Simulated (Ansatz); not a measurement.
# V2O5 (Pmmn): G0W0 under other settings

A base run on V2O5 (Pmmn), then changed inputs.

Main program and level: Ansatz 0.2.0; G0W0 on LDA, plane waves, PAW.

## (1) Set-up

The structure is orthorhombic, space group Pmmn (No. 59). The conventional cell has a = 3.564 Å, b = 11.512 Å, c = 4.368 Å, α = 90.00°, β = 90.00°, γ = 90.00°. V has 5 O at 1.58 to 2.02 Å nearest. Nearest to O lie 1 V at 1.58 Å. Nearest to O lie 3 V at 1.88 to 2.02 Å. O has 2 V at 1.78 Å nearest. Farther neighbours and most contacts between anions are not listed.

The cell and positions come from the Crystallography Open Database and are kept as given unless a step says otherwise. The default PAW set here is soft_2. Its files were made with PBE.

## (2) The base run: 4×2×4 mesh, 161 empty bands, screening to 54 eV

G0W0 replaces the xc potential by the self-energy, built once from these orbitals. Only a window of levels is corrected, while the sums run over the empty bands that the input names.

File input.yaml:

```yaml
crystal:
  lattice:
    - [3.564, 0.0, 0.0]
    - [0.0, 11.512, 0.0]
    - [0.0, 0.0, 4.368]
  atoms:
    - { symbol: V, position: [0.0, 0.85118, 0.1083] }
    - { symbol: V, position: [0.0, 0.14882, 0.1083] }
    - { symbol: V, position: [0.5, 0.35118, 0.8917] }
    - { symbol: V, position: [0.5, 0.64882, 0.8917] }
    - { symbol: O, position: [0.0, 0.8543, 0.469] }
    - { symbol: O, position: [0.0, 0.1457, 0.469] }
    - { symbol: O, position: [0.5, 0.3543, 0.531] }
    - { symbol: O, position: [0.5, 0.6457, 0.531] }
    - { symbol: O, position: [0.0, 0.6811, 0.997] }
    - { symbol: O, position: [0.0, 0.3189, 0.997] }
    - { symbol: O, position: [0.5, 0.1811, 0.003] }
    - { symbol: O, position: [0.5, 0.8189, 0.003] }
    - { symbol: O, position: [0.0, 0.0, 0.999] }
    - { symbol: O, position: [0.5, 0.5, 0.001] }
kpoints:
  mp_grid: { grid: [4, 2, 4] }
hamiltonian:
  xc: lda
scf:
  occupations: { method: fixed }
gw:
  n_empty_bands: 161
  ecut_chi: 54
  qp_bands: [v4, c4]
  qp_kpoints: band_edges
  screening: { model: contour_deformation }
```

Command:

```bash
$ ansatz run input.yaml --threads 3 --pin off --max-ram 92160MiB --backend cuda --events-out ev --progress --plain --runs-dir out --devices 1 --max-vram 13GiB  # rebuilt from the run's record
```

Numbers of over 12 decimals in the logs are rounded to 6 here.

What it wrote:

```text
GPUs: using 1 of 1 available (devices: 1).
Engine: ansatz 0.2.0, x86_64-unknown-linux-gnu
Pseudopotentials: kind: paw
Pseudopotential: V, paw, valence charge 13, recommended cutoff 420 eV (normal), V.paw.azcp
Pseudopotential: O, paw, valence charge 6, recommended cutoff 420 eV (normal), O.paw.azcp
Functional definition: SPW92
  exchange = slater_x
  correlation = pw_c
device memory: the entry about to start is reckoned to put 3.3 GiB on a device that reports 30.1 GiB free (of which the cap on the GPU budget leaves the run 13.0 GiB)
GPU FFT provider: cuFFT
GPU libraries: cuBLAS 13.8.2, cuFFT 12.4.0, cuSOLVER 12.3.4
Crystal: 14 atoms, lattice volume = 179.214 Å³
Basis set: ecut = 420 eV, 3495 PW (Γ)
Bands: 70, of which v1, the nominal top of the filled ones, is band 56 counted from 1 (55 counted from 0)
Symmetry: 8 space group operations
Space group: Pmmn (ITA 59), of the structure as read, at distance tolerance 5.6e-5 Å
k-points: 18 of 32
Non-local potential: V, projectors of the file, l = 0: 3, l = 1: 2, l = 2: 3, l = 3: 1
Non-local potential: O, projectors of the file, l = 0: 2, l = 1: 2, l = 2: 1
PAW form: soft (Blöchl's): semilocal exchange-correlation on the pseudo side does not see the compensation charge
PAW frozen core: V, regenerated for the run's functional, and the local potential with it (the file was generated under x = pbe(κ = 0.804, μ = 0.219515), c = pbe(β = 0.066725))
PAW frozen core: O, regenerated for the run's functional, and the local potential with it (the file was generated under x = pbe(κ = 0.804, μ = 0.219515), c = pbe(β = 0.066725))
PAW one-centre angular grid: V, 590 points (default); XC on 64 Gauss nodes
PAW one-centre angular grid: O, 110 points (default); XC on 64 Gauss nodes
Initial density: superposition of atomic densities (neutral atoms: chi_scale 0, normalization atom), corrected by the library's trained network
Initial wavefunctions: pseudopotential atomic-orbital guess
GPU buffer pool allocated for 57600 grid points (all kernels)
GPU transforms: local potential and band sums: pruned to the plane-wave sphere, on 24×80×30
Functional: x = slater, c = lda
SCF iter   1: F=—  HF=-17000.978552 eV  |F-HF|=—  |Δ(HF+E_count)|=         —  Δρ=1.84e-2  dr2=5.38e-1  ethr=1.77e-3  ⟨swp⟩=3.7  Hψ=3999  notcnv=0  defer=178
preconditioner: auto → Resta (q_TF=auto, 2.523 Å⁻¹)  ε∞=7.9  [insulator: Δε(μ)=1.598 eV  Ē_g=9.452 eV  n_scr=48 (ndim 8)  ℏωp=24.8 eV  f_vac=0.166  ε∞_Penn≈7.9]
SCF iter   2: F=—  HF=-17000.917581 eV  |F-HF|=—  |Δ(HF+E_count)|=   6.10e-2  Δρ=1.54e-2  dr2=4.22e-1  ethr=4.81e-4  ⟨swp⟩=2.2  Hψ=2104  notcnv=0  defer=216
SCF iter   3: F=—  HF=-17000.868257 eV  |F-HF|=—  |Δ(HF+E_count)|=   4.93e-2  Δρ=5.34e-3  dr2=4.41e-2  ethr=3.77e-4  ⟨swp⟩=2.0  Hψ=1692  notcnv=0  defer=216
[...]
k-point 2: bands = [... 52 lower, 3.1454, 3.4449, 3.5998, 3.7289, 5.7183, 5.8868, 7.1551, 7.2188, ... 10 higher]
  k-point 17: bands = [... 52 lower, 3.7964, 3.7964, 3.8457, 3.8457, 6.2197, 6.2197, 6.8969, 6.8969, ... 10 higher]
--- G₀W₀: contour deformation, 6 samples at zero and on the imaginary axis and 1 off it, 32 q-points, 161 empty bands' worth ---
  eigenvalues of the whole cell's RPA ε∞ on this k-mesh (on a slab, of 1 + 4πα/V) = 3.7916, 6.0390, 6.6010; static W/v taken at q = 0 is 0.187001
  bands read: the sum over 217 bands ends inside a degenerate multiplet in 12 slots, whose members it reads at an even weight; the widest, k=3: bands 217 to 218 (counted from 1) at 1/2 each
  gw.qp_kpoints: band_edges: 18 of 18 stored k-points solved, in 1 pass; an edge of the gap read off the rows below is read off those points alone
  `?` marks the rows in doubt; gw_qp.tsv's column doubts and the gw_qp event give each row's grounds
    ik  band        ε_KS         Σx   Σc(E_QP)       V_xc       Z   E_QP_lin       E_QP  E_QP is
     0    53      2.9115   -25.2595     5.1816   -20.1158  0.6865     2.9494     2.9495  root
     0    54      3.0810   -25.0866     4.8628   -20.2452  0.6860     3.1024     3.1025  root
     0    55      3.1659   -25.7219     5.2107   -20.5582  0.6883     3.2129     3.2130  root
     0    56      3.2278   -25.5438     4.6026   -21.0556  0.7018     3.3418     3.3422  root
     0    57      5.5876   -15.7530    -6.4468   -24.2846  0.7102     7.8215     7.6724  root ?
     0    58      5.7438   -16.0528    -6.0216   -24.0273  0.7115     7.8987     7.6966  root ?
     0    59      7.0696   -16.5731    -6.4437   -24.9082  0.6752     9.1695     8.9610  root ?
     0    60      7.1661   -16.8584    -6.1545   -24.9138  0.6773     9.2766     9.0670  root ?
     1    53      3.0060   -25.6156     5.1276   -20.5274  0.6891     3.0453     3.0454  root
     1    54      3.2366   -25.6136     4.9587   -20.7027  0.6895     3.2843     3.2844  root
     1    55      3.3600   -25.6810     4.7247   -21.0597  0.7006     3.4632     3.4635  root
     1    56      3.4558   -25.6765     4.7916   -20.9307  0.6939     3.5016     3.5017  root
     1    57      5.6503   -15.8427    -6.4409   -24.3542  0.7088     7.8732     7.7209  root ?
     1    58      5.8184   -16.1913    -5.9854   -24.1186  0.7096     7.9561     7.7603  root ?
     1    59      7.1071   -16.6010    -6.5049   -24.9957  0.6730     9.2071     8.9969  root ?
     1    60      7.1997   -16.8616    -6.2471   -25.0036  0.6744     9.3050     9.0945  root ?
[...]
17    53      3.7964   -25.6978     4.7402   -21.0652  0.7021     3.9037     3.9040  root
    17    54      3.7964   -25.6978     4.7402   -21.0652  0.7021     3.9037     3.9040  root
    17    55      3.8457   -26.0571     4.8401   -21.2812  0.7014     3.9098     3.9100  root
    17    56      3.8457   -26.0571     4.8401   -21.2812  0.7014     3.9098     3.9100  root
    17    57      6.2197   -16.6365    -6.2644   -24.8612  0.6987     8.3979     8.1800  root ?
    17    58      6.2197   -16.6365    -6.2644   -24.8612  0.6987     8.3979     8.1800  root ?
    17    59      6.8969   -16.5280    -6.5114   -25.0003  0.6880     9.1025     8.8578  root ?
    17    60      6.8969   -16.5280    -6.5114   -25.0003  0.6880     9.1025     8.8578  root ?
[key lines of the parts left out:]
SCF converged after 11 iterations
Free energy (F): -17000.857985 eV
Fermi energy:    3.856133 eV
```

Run time: 27 s. Hardware: 1 × NVIDIA H100 80GB HBM3 (shared by 6 runs) with 3 threads of AMD EPYC 7R13 (Zen 3), shared host; peak memory 1.4 GiB; 50 s of CPU time.

The column dr2 measures how far the density is from self-consistency, as an energy; F and HF (Harris–Foulkes) agree once it is small.

Numbers from this step:

```
bands summed                                 : 217
RPA ε∞ on this mesh (eigenvalues)            : 3.792, 6.039, 6.601
plane waves in the screening matrix          : 165
q-points in the mesh                         : 32
G0W0 gap on the mesh                         : 3.747 eV
k of the valence top                         : -0.5, 0, -0.5
k of the conduction bottom                   : 0, 0, 0
starting gap on the mesh                     : 1.731 eV
Z at the valence top                         : 0.7012
Z at the conduction bottom                   : 0.7102
least direct G0W0 gap on the computed points : 4.008 eV
```

The gap on the mesh goes from 1.73 eV to 3.75 eV, a correction of +2.02 eV. The program marks an edge row as in doubt. Between the two edge states, bare exchange in place of the xc potential would open the gap by 13.30 eV, and correlation takes back 11.28 eV.

## (3) Variant: no symmetry

Changes to input.yaml since step 2:

```diff
@@ -20,2 +20,3 @@
     - { symbol: O, position: [0.5, 0.5, 0.001] }
+  symmetry: { detect: false }
 kpoints:
@@ -27,4 +28,4 @@
 gw:
-  n_empty_bands: 161
-  ecut_chi: 54
+  n_empty_bands: 189
+  ecut_chi: 60
   qp_bands: [v4, c4]
```

What it wrote:

```text
GPUs: using 1 of 1 available (devices: 1).
[...]
GPU FFT provider: cuFFT
GPU libraries: cuBLAS 13.8.2, cuFFT 12.4.0, cuSOLVER 12.3.4
Crystal: 14 atoms, lattice volume = 179.214 Å³
Basis set: ecut = 420 eV, 3495 PW (Γ)
Bands: 70, of which v1, the nominal top of the filled ones, is band 56 counted from 1 (55 counted from 0)
Symmetry: 1 space group operations
k-points: 20 of 32 (time reversal used)
[...]
GPU buffer pool allocated for 57600 grid points (all kernels)
[...]
SCF iter   1: F=—  HF=-17000.978502 eV  |F-HF|=—  |Δ(HF+E_count)|=         —  Δρ=1.84e-2  dr2=5.38e-1  ethr=1.77e-3  ⟨swp⟩=3.6  Hψ=4447  notcnv=0  defer=196
[...]
SCF iter  13: F=-17000.857985 eV  HF=-17000.857985 eV  |F-HF|=2.54e-8  |Δ(HF+E_count)|=   1.56e-8  Δρ=3.96e-6  dr2=3.33e-8  ethr=8.93e-11  ⟨swp⟩=8.2  Hψ=4217  notcnv=0
SCF 1 converged in 13 iterations: F = -17000.857985 eV  dr2 = 3.33e-8
[...]
NSCF: frozen V_eff on 20 k-points
[...]
G₀W₀ screening: q 1/20
[... further progress lines ...]
SCF converged after 13 iterations
Free energy (F): -17000.857985 eV
[...]
Internal energy: -17000.857985 eV  (E = F + TS)
E sigma→0 (E₀):  -17000.857985 eV
Fermi energy:    3.856142 eV
[...]
--- Band table (eV; the first three rows and the last of 20) ---
  k-point 0: bands = [... 52 lower, 2.9116, 3.0810, 3.1660, 3.2278, 5.5876, 5.7437, 7.0696, 7.1660, ... 10 higher]
  k-point 1: bands = [... 52 lower, 3.0060, 3.2366, 3.3600, 3.4558, 5.6503, 5.8183, 7.1070, 7.1996, ... 10 higher]
[...]
0    56      3.2278   -25.5437     4.5826   -21.0556  0.7005     3.3219     3.3222  root
     0    57      5.5876   -15.7532    -6.5845   -24.2846  0.7090     7.7339     7.5345  root ?
     0    58      5.7437   -16.0529    -6.0685   -24.0273  0.7102     7.8185     7.6496  root ?
     0    59      7.0696   -16.5732    -6.4989   -24.9082  0.6736     9.0937     8.9057  root ?
     0    60      7.1660   -16.8585    -6.2039   -24.9138  0.6757     9.2038     9.0175  root ?
     1    53      3.0060   -25.6155     5.1155   -20.5274  0.6879     3.0334     3.0334  root
     1    54      3.2366   -25.6135     4.9409   -20.7027  0.6883     3.2666     3.2667  root
     1    55      3.3600   -25.6809     4.7080   -21.0597  0.6993     3.4466     3.4468  root
     1    56      3.4558   -25.6765     4.7716   -20.9307  0.6927     3.4816     3.4817  root
     1    57      5.6503   -15.8428    -6.5732   -24.3542  0.7075     7.7860     7.5885  root ?
     1    58      5.8183   -16.1914    -6.0369   -24.1186  0.7084     7.8767     7.7086  root ?
     1    59      7.1070   -16.6011    -6.5596   -24.9957  0.6715     9.1307     8.9420  root ?
     1    60      7.1996   -16.8617    -6.2976   -25.0036  0.6728     9.2315     9.0438  root ?
[...]
19    53      3.7964   -25.6977     4.7214   -21.0651  0.7007     3.8851     3.8853  root
    19    54      3.7964   -25.6977     4.7214   -21.0651  0.7007     3.8851     3.8853  root
    19    55      3.8457   -26.0570     4.8237   -21.2812  0.7001     3.8934     3.8935  root
    19    56      3.8457   -26.0570     4.8237   -21.2812  0.7001     3.8934     3.8935  root
    19    57      6.2196   -16.6367    -6.3129   -24.8612  0.6973     8.3145     8.1313  root ?
    19    58      6.2196   -16.6367    -6.3129   -24.8612  0.6973     8.3145     8.1313  root ?
    19    59      6.8969   -16.5281    -6.5589   -25.0003  0.6866     9.0220     8.8101  root ?
    19    60      6.8969   -16.5281    -6.5589   -25.0003  0.6866     9.0220     8.8101  root ?
```

The job ended after 41 s (1 × NVIDIA H100 80GB HBM3 (shared by 6 runs) with 3 threads; peak memory 1.5 GiB).

The G0W0 gap on the mesh is 3.625 eV.

Against the base:

```csv
setting,base,variant
empty bands,161,189
screening cutoff (eV),54,60
symmetry detection,-,false
```

```csv
quantity,variant,base
starting gap on the mesh,1.731,1.731
G0W0 gap on the mesh,3.625,3.747
least direct G0W0 gap on the computed points,3.887,4.008
Z at the valence top,0.700,0.701
Z at the conduction bottom,0.709,0.710
```

## (4) What came out

| Quantity | Value |
| --- | --- |
| base | 3.75 eV, 27 s |
| no symmetry | 3.63 eV, 41 s |

What this shows: No symmetry: the gap moves by −0.12 eV. The variant differs from the base in empty bands, screening cutoff and symmetry detection together, so the change can't be laid to one of them. Symmetry itself changes the cost, not the physics. All runs here use a coarse mesh and modest cutoffs; they test settings and are not final values. The 4×2×4 mesh is coarse for this cell (its supercell is 14 Å along the shortest edge). The RPA ε∞ on it, from the LDA start, is 3.79, 6.04 and 6.60; such meshes misread the long-range screening, most where the gap is narrow. The runs have no spin polarisation. For a closed low-spin shell that is the natural state; where a d or f shell is open it is a constraint, and the gap is then not the crystal's own. With d states at the gap, one-shot GW leans hard on its start. The program marks a band-edge row as in doubt, so the gap is less sure than its digits.

[Paths, hosts, dates, memory and timing lines, banners, echoed tables and standing remarks are left out of the program output.]

[Logs are printed without paths, hosts, clocks, repeated set-up lines and the standing remarks that a program may print on its own settings, such as how far it seeks lower states.]

[Runs of the session that timed out or met a known fault of the program may be left out.]

[Cells called generated may have been cut or substituted from an entry of the Crystallography Open Database or the Materials Project.]

[Hosts, paths, dates, database ids (printed as entryN), source tags and the programs' standing remarks are cut or masked in the printed files.]
